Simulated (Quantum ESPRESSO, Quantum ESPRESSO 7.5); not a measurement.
## ZnSe (zinc blende type): gap and tunnelling decay against the lattice constant

Aim: the equilibrium lattice constant of ZnSe (zinc blende type), and how gap and tunnelling decay along [001] change around it.

Method: plane-wave DFT, PBE, GBRV ultrasoft pseudopotentials, in Quantum ESPRESSO 7.5.

### 1. Set-up

The structure is cubic, space group F-43m (No. 216). The conventional cell has a = 5.396 Å, b = 5.396 Å, c = 5.396 Å, α = 90.00°, β = 90.00°, γ = 90.00°. Nearest to Zn lie 4 Se at 2.34 Å. Nearest to Se lie 4 Zn at 2.34 Å. Farther neighbours and most contacts between anions are not listed.

### 2. Self-consistent run, a = 5.396 Å

pwcond needs a cell whose third axis lies along the current and stands perpendicular to the other two.

a0.scf.in

```
&control
  prefix = 'a0.scf'
  outdir = './out'
  pseudo_dir = './pseudo'
  calculation = 'scf'
  tprnfor = .true.
/
&system
  ibrav = 0
  nat = 4
  ntyp = 2
  ecutwfc = 40
  ecutrho = 200
  occupations = 'fixed'
  nbnd = 30
/
&electrons
  conv_thr = 1e-09
  mixing_beta = 0.6
  electron_maxstep = 120
/
ATOMIC_SPECIES
  Zn  65.3800  zn_pbe_v1.uspp.F.UPF
  Se  78.9710  se_pbe_v1.uspp.F.UPF
CELL_PARAMETERS angstrom
  3.81554819128261 0.00000000000000 0.00000000000000
  0.00000000000000 3.81554819128261 0.00000000000000
  0.00000000000000 0.00000000000000 5.39600000000000
ATOMIC_POSITIONS crystal
  Zn  0.000000000000 0.000000000000 0.000000000000
  Se  0.500000000000 0.000000000000 0.250000000000
  Zn  0.500000000000 0.500000000000 0.500000000000
  Se  0.000000000000 0.500000000000 0.750000000000
K_POINTS automatic
  6 6 6 0 0 0
```

Launch:

```bash
OMP_NUM_THREADS=1 mpirun -n 4 pw.x -nk 4 -in a0.scf.in > a0.scf.out
```

Output:

```text
Program PWSCF v.7.5 starts
[citation notice left out]

     Parallel version (MPI & OpenMP), running on       4 processor cores
     Number of MPI processes:                 4
     Threads/MPI process:                     1

     MPI processes distributed on     1 nodes
[...]
Current dimensions of program PWSCF are:
     Max number of different atomic species (ntypx) = 10
     Max number of k-points (npk) =  40000
     Max angular momentum in pseudopotentials (lmaxx) =  4
     Found identity + ( -0.5000 -0.5000 -0.5000) symmetry
     This is a supercell, fractional translations are disabled
     Message from routine setup:
     using ibrav=0 with symmetry is DISCOURAGED, use correct ibrav instead

     K-points division:     npool     =       4
     Subspace diagonalization in iterative solution of the eigenvalue problem:
     a serial algorithm will be used

     G-vector sticks info
     --------------------
     sticks:   dense  smooth     PW     G-vecs:    dense   smooth      PW
     Sum         829     665    197                25313    18209    3043

     Using Slab Decomposition

     bravais-lattice index     =            0
     lattice parameter (alat)  =       7.2103  a.u.
     unit-cell volume          =     530.1301 (a.u.)^3
     number of atoms/cell      =            4
     number of atomic types    =            2
     number of electrons       =        52.00
     number of Kohn-Sham states=           30
     kinetic-energy cutoff     =      40.0000  Ry
     charge density cutoff     =     200.0000  Ry
     scf convergence threshold =      1.0E-09
     mixing beta               =       0.6000
     number of iterations used =            8  plain     mixing
     Exchange-correlation= SLA  PW   PBE  PBE
                           (   1   4   3   4   0   0   0)

     celldm(1)=   7.210341  celldm(2)=   0.000000  celldm(3)=   0.000000
     celldm(4)=   0.000000  celldm(5)=   0.000000  celldm(6)=   0.000000

     crystal axes: (cart. coord. in units of alat)
               a(1) = (   1.000000   0.000000   0.000000 )
               a(2) = (   0.000000   1.000000   0.000000 )
               a(3) = (   0.000000   0.000000   1.414214 )

     reciprocal axes: (cart. coord. in units 2 pi/alat)
               b(1) = (  1.000000  0.000000  0.000000 )
               b(2) = (  0.000000  1.000000  0.000000 )
               b(3) = (  0.000000  0.000000  0.707107 )

     PseudoPot. # 1 for Zn read from file:
     ./pseudo/zn_pbe_v1.uspp.F.UPF
     Pseudo is Ultrasoft, Zval = 20.0
     Generated by new atomic code, or converted to UPF format
     Using radial grid of  943 points,  6 beta functions with:
                l(1) =   0
                l(2) =   0
                l(3) =   1
                l(4) =   1
                l(5) =   2
                l(6) =   2
     Q(r) pseudized with  8 coefficients,  rinner =    1.100   1.100   1.100
                                                       1.100   1.100

     PseudoPot. # 2 for Se read from file:
     ./pseudo/se_pbe_v1.uspp.F.UPF
     Pseudo is Ultrasoft + core correction, Zval =  6.0
     Generated by new atomic code, or converted to UPF format
     Using radial grid of  877 points,  6 beta functions with:
                l(1) =   0
                l(2) =   0
                l(3) =   1
                l(4) =   1
                l(5) =   2
                l(6) =   2
     Q(r) pseudized with  8 coefficients,  rinner =    1.300   1.300   1.300
                                                       1.300   1.300

     atomic species   valence    mass     pseudopotential
     Zn               20.00    65.38000     Zn( 1.00)
     Se                6.00    78.97100     Se( 1.00)

      8 Sym. Ops. (no inversion) found

   Cartesian axes

     site n.     atom                  positions (alat units)
         1        Zn     tau(   1) = (   0.0000000   0.0000000   0.0000000  )
         2        Se     tau(   2) = (   0.5000000   0.0000000   0.3535534  )
         3        Zn     tau(   3) = (   0.5000000   0.5000000   0.7071068  )
         4        Se     tau(   4) = (   0.0000000   0.5000000   1.0606602  )

     number of k points=    40
                       cart. coord. in units 2pi/alat
        k(    1) = (   0.0000000   0.0000000   0.0000000), wk =   0.0092593
        k(    2) = (   0.0000000   0.0000000   0.1178511), wk =   0.0185185
        k(    3) = (   0.0000000   0.0000000   0.2357023), wk =   0.0185185
        k(    4) = (   0.0000000   0.0000000  -0.3535534), wk =   0.0092593
        k(    5) = (   0.0000000   0.1666667   0.0000000), wk =   0.0370370
        k(    6) = (   0.0000000   0.1666667   0.1178511), wk =   0.0740741
        k(    7) = (   0.0000000   0.1666667   0.2357023), wk =   0.0740741
        k(    8) = (   0.0000000   0.1666667  -0.3535534), wk =   0.0370370
        k(    9) = (   0.0000000   0.3333333   0.0000000), wk =   0.0370370
        k(   10) = (   0.0000000   0.3333333   0.1178511), wk =   0.0740741
[...]
k(   40) = (  -0.5000000  -0.5000000  -0.3535534), wk =   0.0092593

     Dense  grid:    25313 G-vectors     FFT dimensions: (  36,  36,  45)

     Smooth grid:    18209 G-vectors     FFT dimensions: (  30,  30,  45)

     Estimated max dynamical RAM per process >      49.96 MB

     Estimated total dynamical RAM >     181.30 MB

     Initial potential from superposition of free atoms

     starting charge      51.9996, renormalised to      52.0000
     Starting wfcs are   34 randomized atomic wfcs

     total cpu time spent up to now is        0.9 secs

     per-process dynamical memory:    40.3 Mb

     Self-consistent Calculation

     iteration #  1     ecut=    40.00 Ry     beta= 0.60
     Davidson diagonalization with overlap
     ethr =  1.00E-02,  avg # of iterations =  3.2

     Threshold (ethr) on eigenvalues was too large:
     Diagonalizing with lowered threshold

     Davidson diagonalization with overlap
     ethr =  2.96E-04,  avg # of iterations =  2.4

     total cpu time spent up to now is        3.0 secs

     total energy              =   -1010.41497376 Ry
     estimated scf accuracy    <       0.15184983 Ry

     iteration #  2     ecut=    40.00 Ry     beta= 0.60
[...]
total energy              =   -1010.45205009 Ry
     estimated scf accuracy    <       0.08378199 Ry

     iteration #  3     ecut=    40.00 Ry     beta= 0.60
[...]
total energy              =   -1010.47001341 Ry
     estimated scf accuracy    <       0.00235609 Ry

     iteration #  4     ecut=    40.00 Ry     beta= 0.60
[...]
total energy              =   -1010.47022726 Ry
     estimated scf accuracy    <       0.00023518 Ry

     iteration #  5     ecut=    40.00 Ry     beta= 0.60
[...]
total energy              =   -1010.47026611 Ry
     estimated scf accuracy    <       0.00000315 Ry

     iteration #  6     ecut=    40.00 Ry     beta= 0.60
[...]
total energy              =   -1010.47027173 Ry
     estimated scf accuracy    <       0.00000222 Ry

     iteration #  7     ecut=    40.00 Ry     beta= 0.60
[...]
total energy              =   -1010.47027203 Ry
     estimated scf accuracy    <       0.00000014 Ry

     iteration #  8     ecut=    40.00 Ry     beta= 0.60
[...]
total energy              =   -1010.47027208 Ry
     estimated scf accuracy    <       0.00000001 Ry

     iteration #  9     ecut=    40.00 Ry     beta= 0.60
[...]
total energy              =   -1010.47027208 Ry
     estimated scf accuracy    <       0.00000001 Ry

     iteration # 10     ecut=    40.00 Ry     beta= 0.60
[...]
total energy              =   -1010.47027208 Ry
     estimated scf accuracy    <          1.0E-09 Ry

     iteration # 11     ecut=    40.00 Ry     beta= 0.60
[...]
End of self-consistent calculation

          k = 0.0000 0.0000 0.0000 (  2277 PWs)   bands (ev):

  -117.2067-117.2067 -71.3738 -71.3736 -71.3735 -71.3735 -71.3734 -71.3734
    -5.8489  -4.4061   1.2063   1.2977   1.2977   1.2978   1.6553   1.6553
     1.8192   1.8195   1.8900   2.0519   3.0649   5.7129   5.7129   8.4912
     8.4916   8.4916  10.3932  11.0926  11.8627  14.2015

          k = 0.0000 0.0000 0.1179 (  2265 PWs)   bands (ev):

  -117.2067-117.2067 -71.3738 -71.3736 -71.3735 -71.3735 -71.3734 -71.3734
    -5.7695  -4.5261   1.2029   1.2851   1.3157   1.3157   1.6231   1.6231
     1.8108   1.8242   1.8853   1.9259   3.4638   5.8590   5.8590   7.7327
     8.2195   8.2195  11.2145  11.2196  12.0322  13.7919

          k = 0.0000 0.0000 0.2357 (  2256 PWs)   bands (ev):

  -117.2067-117.2067 -71.3738 -71.3737 -71.3735 -71.3735 -71.3734 -71.3734
    -5.5428  -4.8319   1.2019   1.2533   1.3681   1.3681   1.5431   1.5431
     1.7905   1.8049   1.8371   1.8724   4.3218   6.2711   6.2711   6.5415
     7.5891   7.5891  11.5940  12.4221  12.4915  12.9823

          k = 0.0000 0.0000-0.3536 (  2236 PWs)   bands (ev):

  -117.2067-117.2067 -71.3738 -71.3737 -71.3735 -71.3735 -71.3734 -71.3734
    -5.2066  -5.2066   1.2194   1.2195   1.4489   1.4489   1.4490   1.4490
     1.7760   1.7760   1.8547   1.8548   5.3793   5.3793   6.8818   6.8818
     6.8819   6.8819  12.1953  12.1953  12.9086  12.9087

          k = 0.0000 0.1667 0.0000 (  2271 PWs)   bands (ev):

  -117.2067-117.2066 -71.3738 -71.3736 -71.3735 -71.3735 -71.3734 -71.3734
    -5.6930  -4.4096   1.2887   1.2889   1.3205   1.3307   1.6250   1.6673
     1.8101   1.8229   1.8689   2.1452   3.0368   4.9886   5.9419   7.0078
     7.9339   8.3829  11.5410  11.5859  13.0906  14.0405

          k = 0.0000 0.1667 0.1179 (  2264 PWs)   bands (ev):

  -117.2067-117.2067 -71.3738 -71.3737 -71.3735 -71.3735 -71.3734 -71.3734
    -5.6197  -4.5115   1.2880   1.2948   1.3343   1.3344   1.5939   1.6323
     1.8160   1.8163   1.8701   2.0056   3.3169   5.2519   6.0736   6.3786
     8.1598   8.1600  11.5410  11.7323  13.2092  14.5346

[...]
highest occupied, lowest unoccupied level (ev):     8.4916   10.3932

!    total energy              =   -1010.47027208 Ry
     estimated scf accuracy    <          2.5E-12 Ry

     The total energy is the sum of the following terms:
     one-electron contribution =    -904.70058484 Ry
     hartree contribution      =     468.24892243 Ry
     xc contribution           =    -144.19167474 Ry
     ewald contribution        =    -429.82693493 Ry

     convergence has been achieved in  11 iterations

     Forces acting on atoms (cartesian axes, Ry/au):

     atom    1 type  1   force =     0.00000000    0.00000000    0.00000000
     atom    2 type  2   force =     0.00000000    0.00000000    0.00004085
     atom    3 type  1   force =     0.00000000    0.00000000    0.00000000
     atom    4 type  2   force =     0.00000000    0.00000000   -0.00004085

     Total force =     0.000058     Total SCF correction =     0.000001

[...]
=------------------------------------------------------------------------------=
   JOB DONE.
=------------------------------------------------------------------------------=
```

Elapsed: 17 s, on 4 MPI ranks of Arm Neoverse V1, shared host; peak memory 0.35 GiB; 68 s of CPU time.

This step gave:

| Quantity | Value |
| --- | --- |
| free energy | -13748.1484 eV |
| valence top, on the run's zero | 8.492 eV |
| conduction bottom, on the run's zero | 10.39 eV |
| gap by band count | 1.902 eV |

[end of part 1 of 4]

[Logs are printed without paths, hosts, clocks, repeated set-up lines and the standing remarks that a program may print on its own settings, such as how far it seeks lower states.]

[Hosts, paths, dates, database ids (printed as entryN), source tags and the programs' standing remarks are cut or masked in the printed files.]

[Maps of the electrostatic potential energy from Ansatz leave out the sawtooth potential of an applied field or a dipole correction, so their vacuum need not be flat; planar profiles and work functions include it.]
